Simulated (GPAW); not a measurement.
# H2 in line between two Al chains: converging a transmission, part 6 of 7

Aim: the cheapest settings that leave the conductance of H2 in line between two Al chains unchanged.

GPAW 26.7.0; GPAW LCAO, PAW setups; Landauer transmission from Green's functions with principal layers (ASE), zero bias.

So far, conductance (G₀): step 2 (the reference run) 1.42; step 12 (another cell) 1.40; step 13 (another cell) 1.40; step 15 (k-points along the lead 2) 1.42; step 16 (k-points along the lead 4) 1.42. Also open channels of the lead at the Fermi level (one spin): 2 in steps 2, 4, 15, 16 and 17.

## (20) Periods in a principal layer

A principal layer must be long enough that orbitals couple only to the neighbouring layers.

This step: GPAW LCAO, PAW setups; Landauer transmission from Green's functions with principal layers (ASE), zero bias (GPAW 26.7.0).

run.py

```python
import json
import numpy as np
from ase import Atoms
from ase.transport.calculators import TransportCalculator
from gpaw import GPAW, FermiDirac
from gpaw.lcao.tools import get_lcao_hamiltonian
from scipy.linalg import eigh

# The junction with lead layers at both ends, along the third cell vector
device = Atoms(
    ['Al', 'Al', 'Al', 'Al', 'Al', 'Al', 'H', 'H', 'Al', 'Al', 'Al', 'Al', 'Al', 'Al'],
    positions=[
        [4.50000, 4.50000, 1.20000],
        [4.50000, 4.50000, 3.60000],
        [4.50000, 4.50000, 6.00000],
        [4.50000, 4.50000, 8.40000],
        [4.50000, 4.50000, 10.80000],
        [4.50000, 4.50000, 13.20000],
        [4.50000, 4.50000, 14.60690],
        [4.50000, 4.50000, 15.45690],
        [4.50000, 4.50000, 16.86380],
        [4.50000, 4.50000, 19.26380],
        [4.50000, 4.50000, 21.66380],
        [4.50000, 4.50000, 24.06380],
        [4.50000, 4.50000, 26.46380],
        [4.50000, 4.50000, 28.86380]],
    cell=[[9.0, 0.0, 0.0], [0.0, 9.0, 0.0], [0.0, 0.0, 30.0638]],
    pbc=True)

# One principal layer of the lead: the first 2 atoms of the device
lead = Atoms(
    ['Al', 'Al'],
    positions=[
        [4.50000, 4.50000, 1.20000],
        [4.50000, 4.50000, 3.60000]],
    cell=[[9.0, 0.0, 0.0], [0.0, 9.0, 0.0], [0.0, 0.0, 4.8]],
    pbc=True)

settings = dict(mode='lcao', basis='dzp', xc='LDA', h=0.2,
                occupations=FermiDirac(0.1), maxiter=250,
                mixer=dict(beta=0.1, nmaxold=8, weight=100.0),
                convergence=dict(density=0.0001))
energies = np.arange(-3, 3 + 1e-9, 0.075)
eta = 0.0001
n1, n2 = 1, 1
# k and -k transmit alike, so half of the mesh across the current serves
mesh = [(i, j) for i in range(n1) for j in range(n2) if (i, j) <= (-i % n1, -j % n2)]
weights = np.array([1 if (i, j) == (-i % n1, -j % n2) else 2 for i, j in mesh]) / (n1 * n2)


def ground_state(atoms, size, txt):
    atoms.calc = GPAW(kpts={'size': size, 'gamma': True}, symmetry={'tolerance': 1e-3}, txt=txt, **settings)
    atoms.get_potential_energy()
    return atoms.calc.get_fermi_level()


def blocks(atoms, fermi, points, nz, cells):
    """H - E_F S and S between cell 0 and the cells above it, at each point across the current."""
    kz = np.arange(nz) / nz
    calc = atoms.calc.fixed_density(kpts=[(*k, z) for k in points for z in kz], symmetry='off', txt=None)
    H, S = get_lcao_hamiltonian(calc)
    H = (H - fermi * S).reshape(len(H), len(points), nz, *S.shape[1:])
    S = S.reshape(H.shape[1:])
    phases = [np.exp(-2j * np.pi * kz * R) / nz for R in cells]
    return [(np.einsum('skzij,z->ksij', H, p), np.einsum('kzij,z->kij', S, p)) for p in phases]


def pair(a, b):
    return np.block([[a, b], [b.T.conj(), a]])


def count_channels(h, s, cells, nk=240):
    """Half the number of times that the lead's bands cross each energy, unfolded to its shortest repeat."""
    b = len(h) // cells
    bands = []
    for k in (np.arange(nk + 1) + 0.5) / nk:
        hk, sk = h[:b, :b].copy(), s[:b, :b].copy()
        for R in range(1, cells):
            phase, block = np.exp(2j * np.pi * k * R), slice(R * b, (R + 1) * b)
            hk += h[:b, block] * phase + (h[:b, block] * phase).T.conj()
            sk += s[:b, block] * phase + (s[:b, block] * phase).T.conj()
        bands.append(eigh(hk, sk, eigvals_only=True))
    below = np.array(bands)[:, :, None] < energies
    return (below[1:] != below[:-1]).sum((0, 1)) / 2


fermi_lead = ground_state(lead, (1, 1, 23), 'lead.txt')
fermi_device = ground_state(device, (1, 1, 3), 'device.txt')
T, channels, eigen, tail, misfit, shifts = [], [], [], 0.0, 0.0, []
for first in range(0, len(mesh), 566):
    points = [(i / n1, j / n2) for i, j in mesh[first:first + 566]]
    (H0k, S0k), (H1k, S1k), (H2k, _) = blocks(lead, fermi_lead, points, 5, range(3))
    [(Hk, Sk)] = blocks(device, fermi_device, points, 2, [0])
    tail = max(tail, abs(H2k).max())
    for H0, S0, H1, S1, H, S in zip(H0k, S0k, H1k, S1k, Hk, Sk):
        n = len(S0)
        # Shift the lead onto the potential of the device's first layer
        shift = ((H[:, 0, 0] - H0[:, 0, 0]) / S0[0, 0]).real.mean()
        shifts.append(shift)
        misfit = max(misfit, abs(H[:, :n, :n] - H0 - shift * S0).max())
        Tk, Ck, Ek = [], [], []
        for s in range(len(H)):
            t = s % len(H0)  # a lead without moments serves both spins
            h1, s1 = pair(H0[t] + shift * S0, H1[t] + shift * S1), pair(S0, S1)
            leads = dict(h1=h1, s1=s1, energies=energies, eta=eta, eta1=eta, eta2=eta)
            calc = TransportCalculator(h=H[s], s=S, eigenchannels=0, **leads)
            Tk.append(calc.get_transmission())
            Ck.append(count_channels(h1, s1, 4))
        T.append(Tk)
        channels.append(Ck)
        eigen.append(Ek)
T, channels = np.array(T), np.array(channels)
mean, open_channels = np.einsum('kse,k->se', T, weights), np.einsum('kse,k->se', channels, weights)

print(f'basis functions: device {len(S)}, principal layer {n}')
print(f'Fermi level: lead {fermi_lead:.4f} eV, device {fermi_device:.4f} eV; lead shifted by {np.mean(shifts):.4f} eV')
print(f'largest coupling past the next layer {tail:.2e} eV, largest misfit of the first layer {misfit:.3f} eV')
print('  E-E_F (eV)   ' + 'T (one spin)  channels')
for e, t, c in zip(energies, mean.T, open_channels.T):
    print(f'{e:10.3f}  ', *[f'{x:11.4e}' for x in t], *[f'{x:9.4f}' for x in c])

kT = 8.617333e-5 * 500
fine = np.linspace(energies[0], energies[-1], 4001)
both = np.exp(np.interp(fine, energies, np.log(np.maximum(mean.sum(0) * 2 / len(mean), 1e-30))))
fermi = lambda mu: 1 / (1 + np.exp(np.clip((fine - mu) / kT, -200, 200)))
slope = fermi(0) * (1 - fermi(0)) / kT
G = np.trapezoid(both * slope, fine) / 2
seebeck = -np.trapezoid(both * slope * fine, fine) / (2 * G * 500) * 1e6
print(f'conductance at 500 K: {G:.5g} G0 a cell; thermopower {seebeck:.4g} uV/K')
bias = [0.1, 0.2, 0.5, 1.0, 1.5, 2.0]
current = [38.74 * np.trapezoid(both * (fermi(V / 2) - fermi(-V / 2)), fine) for V in bias]
for V, I in zip(bias, current):
    print(f'current from the zero-bias T(E) at {V} V: {I:.5g} uA')
zero = abs(energies).argmin()
json.dump(dict(energies=energies.tolist(), T=mean.tolist(), channels=open_channels.tolist(), G=G, seebeck=seebeck,
               bias=bias, current=current, tail=tail, misfit=misfit, shift=np.mean(shifts), n_device=len(S), n_lead=n,
               fermi=[fermi_lead, fermi_device], energy=device.get_potential_energy(),
               moments=device.get_magnetic_moments().tolist(), mesh=mesh, weights=weights.tolist(),
               T_k=T[:, :, zero].tolist(), eigen=np.array(eigen[0]).tolist()), open('result.json', 'w'))
```

The run is started by

```bash
OMP_NUM_THREADS=1 OPENBLAS_NUM_THREADS=2 python run.py
```

The log of the run:

```text
basis functions: device 166, principal layer 26
Fermi level: lead -3.2559 eV, device -3.1828 eV; lead shifted by 0.0042 eV
largest coupling past the next layer 8.67e-02 eV, largest misfit of the first layer 0.004 eV
  E-E_F (eV)   T (one spin)  channels
    -3.000    8.3122e-01    1.0000
    -2.925    8.3269e-01    1.0000
    -2.850    8.3336e-01    1.0000
    -2.775    8.3315e-01    1.0000
    -2.700    8.3189e-01    1.0000
    -2.625    8.2929e-01    1.0000
    -2.550    8.2481e-01    1.0000
    -2.475    8.1730e-01    1.0000
    -2.400    8.0411e-01    1.0000
    -2.325    7.7753e-01    1.0000
    -2.250    7.0523e-01    1.0000
    -2.175    2.4654e-01    1.0000
    -2.100    1.6899e-05    1.0000
    -2.025    2.1466e-03    1.0000
    -1.950    5.1333e-01    1.0000
    -1.875    7.2463e-01    1.0000
[...]
2.475    2.0480e+00    3.0000
     2.550    2.0429e+00    3.0000
     2.625    2.0363e+00    3.0000
     2.700    2.0285e+00    3.0000
     2.775    2.0194e+00    3.0000
     2.850    2.0091e+00    3.0000
     2.925    1.9978e+00    3.0000
     3.000    1.9855e+00    3.0000
conductance at 500 K: 1.421 G0 a cell; thermopower -1.066 uV/K
current from the zero-bias T(E) at 0.1 V: 10.981 uA
current from the zero-bias T(E) at 0.2 V: 21.789 uA
current from the zero-bias T(E) at 0.5 V: 51.363 uA
current from the zero-bias T(E) at 1.0 V: 82.715 uA
current from the zero-bias T(E) at 1.5 V: 103.72 uA
current from the zero-bias T(E) at 2.0 V: 132.59 uA
```

The job ended after 41 s (2 threads of Intel Xeon 6975P-C (Granite Rapids), shared host; peak memory 0.97 GiB).

This step gave:

| Quantity | Value |
| --- | --- |
| conductance | 1.421 G₀ |
| largest coupling past the next principal layer | 0.08673 eV |
| largest misfit of the first principal layer | 0.004381 eV |
| shift that aligns the lead | 0.004216 eV |
| basis functions of a principal layer | 26 |
| transmission at the Fermi level (one spin) | 1.452 |

One spin. Table of transmission, zone mean by energy, zero at the Fermi level:

energy (eV), transmission, zone mean and a bar:
```
    -3.00       0.83 ############
    -2.85       0.83 ############
    -2.70       0.83 ############
    -2.55       0.82 ############
    -2.33       0.78 ###########
    -2.17       0.25 ####
    -2.02       0.00 
    -1.88       0.72 ###########
    -1.80       0.75 ###########
    -1.73       0.75 ###########
    -1.57       0.71 ##########
    -1.35       0.42 ######
    -1.20       0.02 
    -1.05       0.00 
    -0.90       0.00 
    -0.75       0.00 
    -0.60       0.00 
    -0.38       0.40 ######
    -0.23       1.15 #################
    -0.07       1.43 #####################
     0.00       1.45 #####################
     0.07       1.42 #####################
     0.23       1.30 ###################
     0.38       1.18 #################
     0.60       1.06 ###############
     0.75       1.03 ###############
     0.90       1.85 ###########################
     1.05       1.99 #############################
     1.20       1.93 ############################
     1.35       1.98 #############################
     1.57       2.01 #############################
     1.73       2.03 ##############################
     1.88       2.04 ##############################
     2.02       2.05 ##############################
     2.17       2.05 ##############################
     2.25       2.06 ##############################
     2.33       2.05 ##############################
     2.55       2.04 ##############################
     2.70       2.03 ##############################
     2.85       2.01 #############################
     3.00       1.99 #############################
```

Crossings of the lead's bands, unfolded to its shortest repeat. Table of open channels, zone mean by energy, zero at the Fermi level:

```
energy (eV)  open channels, zone mean
      -3.00                         1
      -2.77                         1
      -2.55                         1
      -2.40                         1
      -2.17                         1
      -1.95                         1
      -1.73                         1
      -1.57                         1
      -1.35                         1
      -1.12                         0
      -0.90                         0
      -0.75                         0
      -0.53                         0
      -0.30                         2
      -0.07                         2
       0.00                         2
       0.07                         2
       0.30                         2
       0.53                         2
       0.75                         2
       0.90                         3
       1.12                         3
       1.35                         3
       1.57                         3
       1.73                         3
       1.95                         3
       2.17                         3
       2.40                         3
       2.55                         3
       2.77                         3
       3.00                         3
```

Not self-consistent under bias; the bias window is split evenly. Current through one cell, from the zero-bias transmission against bias:

```
bias (V)  current through one cell, from the zero-bias transmission (μA)
   0.100                                                            11.0
   0.200                                                            21.8
   0.500                                                            51.4
   1.000                                                            82.7
   1.500                                                             104
   2.000                                                             133
```

The conductance equals that of the base run to 0.2 %. Couplings past the next layer reach 0.087 eV, too large to drop without error; the matrix elements of the cell's first layer differ from the bulk lead's by up to 0.0044 eV. That layer keeps its own values in the calculation, and only beyond it is the lead taken as perfect.

## (21) Varying the periods in a principal layer

run.py, as its differences from that of step 20:

```diff
@@ -29,9 +29,10 @@
 
-# One principal layer of the lead: the first 2 atoms of the device
+# One principal layer of the lead: the first 3 atoms of the device
 lead = Atoms(
-    ['Al', 'Al'],
+    ['Al', 'Al', 'Al'],
     positions=[
         [4.50000, 4.50000, 1.20000],
-        [4.50000, 4.50000, 3.60000]],
-    cell=[[9.0, 0.0, 0.0], [0.0, 9.0, 0.0], [0.0, 0.0, 4.8]],
+        [4.50000, 4.50000, 3.60000],
+        [4.50000, 4.50000, 6.00000]],
+    cell=[[9.0, 0.0, 0.0], [0.0, 9.0, 0.0], [0.0, 0.0, 7.2]],
     pbc=True)
@@ -86,3 +87,3 @@
 
-fermi_lead = ground_state(lead, (1, 1, 23), 'lead.txt')
+fermi_lead = ground_state(lead, (1, 1, 16), 'lead.txt')
 fermi_device = ground_state(device, (1, 1, 3), 'device.txt')
@@ -107,3 +108,3 @@
             Tk.append(calc.get_transmission())
-            Ck.append(count_channels(h1, s1, 4))
+            Ck.append(count_channels(h1, s1, 6))
         T.append(Tk)
```

The log of the run:

```text
basis functions: device 166, principal layer 39
Fermi level: lead -3.2559 eV, device -3.1828 eV; lead shifted by 0.0042 eV
largest coupling past the next layer 1.82e-04 eV, largest misfit of the first layer 0.021 eV
  E-E_F (eV)   T (one spin)  channels
    -3.000    8.2354e-01    1.0000
    -2.925    8.2649e-01    1.0000
    -2.850    8.2887e-01    1.0000
    -2.775    8.3068e-01    1.0000
    -2.700    8.3191e-01    1.0000
    -2.625    8.3256e-01    1.0000
    -2.550    8.3260e-01    1.0000
    -2.475    8.3201e-01    1.0000
    -2.400    8.3075e-01    1.0000
    -2.325    8.2875e-01    1.0000
    -2.250    8.2592e-01    1.0000
    -2.175    8.2213e-01    1.0000
    -2.100    8.1722e-01    1.0000
    -2.025    8.1092e-01    1.0000
    -1.950    8.0287e-01    1.0000
    -1.875    7.9257e-01    1.0000
[...]
2.475    2.0340e+00    3.0000
     2.550    2.0311e+00    3.0000
     2.625    2.0272e+00    3.0000
     2.700    2.0223e+00    3.0000
     2.775    2.0163e+00    3.0000
     2.850    2.0091e+00    3.0000
     2.925    2.0008e+00    3.0000
     3.000    1.9913e+00    3.0000
conductance at 500 K: 1.4183 G0 a cell; thermopower -0.6238 uV/K
current from the zero-bias T(E) at 0.1 V: 10.961 uA
current from the zero-bias T(E) at 0.2 V: 21.75 uA
current from the zero-bias T(E) at 0.5 V: 51.26 uA
current from the zero-bias T(E) at 1.0 V: 82.226 uA
current from the zero-bias T(E) at 1.5 V: 103.37 uA
current from the zero-bias T(E) at 2.0 V: 132.51 uA
```

Wall time 51 s (2 threads); peak memory 0.98 GiB.

This step gave:

```
conductance                                    : 1.418 G₀
largest coupling past the next principal layer : 1.82e-4 eV
largest misfit of the first principal layer    : 0.02092 eV
shift that aligns the lead                     : 0.004218 eV
basis functions of a principal layer           : 39
transmission at the Fermi level (one spin)     : 1.448
```

One spin. Transmission, zone mean against energy, zero at the Fermi level:

energy (eV), transmission, zone mean and a bar:
```
    -3.00       0.82 ############
    -2.85       0.83 ############
    -2.70       0.83 ############
    -2.55       0.83 ############
    -2.33       0.83 ############
    -2.17       0.82 ############
    -2.02       0.81 ############
    -1.88       0.79 ############
    -1.73       0.76 ###########
    -1.57       0.70 ##########
    -1.35       0.39 ######
    -1.20       0.00 
    -1.05       0.00 
    -0.90       0.00 
    -0.75       0.00 
    -0.60       0.00 
    -0.38       0.37 ######
    -0.23       1.16 #################
    -0.07       1.44 #####################
     0.00       1.45 #####################
     0.07       1.41 #####################
     0.23       1.29 ###################
     0.38       1.18 #################
     0.60       1.07 ################
     0.75       1.05 ###############
     0.90       1.86 ###########################
     1.05       1.96 #############################
     1.20       1.99 #############################
     1.35       2.01 ##############################
     1.57       2.02 ##############################
     1.73       2.03 ##############################
     1.88       2.03 ##############################
     2.02       2.04 ##############################
     2.17       2.04 ##############################
     2.33       2.04 ##############################
     2.55       2.03 ##############################
     2.70       2.02 ##############################
     2.85       2.01 ##############################
     3.00       1.99 #############################
```

Crossings of the lead's bands, unfolded to its shortest repeat. Table of open channels, zone mean by energy, zero at the Fermi level:

```
energy (eV)  open channels, zone mean
      -3.00                         1
      -2.85                         1
      -2.70                         1
      -2.55                         1
      -2.33                         1
      -2.17                         1
      -2.02                         1
      -1.88                         1
      -1.73                         1
      -1.57                         1
      -1.35                         1
      -1.20                         0
      -1.05                         0
      -0.90                         0
      -0.75                         0
      -0.60                         0
      -0.38                         2
      -0.23                         2
      -0.07                         2
       0.00                         2
       0.07                         2
       0.23                         2
       0.38                         2
       0.60                         2
       0.75                         2
       0.90                         3
       1.05                         3
       1.20                         3
       1.35                         3
       1.57                         3
       1.73                         3
       1.88                         3
       2.02                         3
       2.17                         3
       2.33                         3
       2.55                         3
       2.70                         3
       2.85                         3
       3.00                         3
```

Not self-consistent under bias; the bias window is split evenly. Current through one cell, from the zero-bias transmission against bias:

```
bias (V)  current through one cell, from the zero-bias transmission (μA)
   0.100                                                            11.0
   0.200                                                            21.7
   0.500                                                            51.3
   1.000                                                            82.2
   1.500                                                             103
   2.000                                                             133
```

The conductance equals that of the base run to 0.2 %. Couplings past the next layer reach 1.8e-4 eV, small enough to drop; the matrix elements of the cell's first layer differ from the bulk lead's by up to 0.021 eV. That layer keeps its own values in the calculation, and only beyond it is the lead taken as perfect.

(Part 6 of 7 ends here.)

[Logs are printed without paths, hosts, clocks, repeated set-up lines and the standing remarks that a program may print on its own settings, such as how far it seeks lower states.]

[Hosts, paths, dates, database ids (printed as entryN), source tags and the programs' standing remarks are cut or masked in the printed files.]
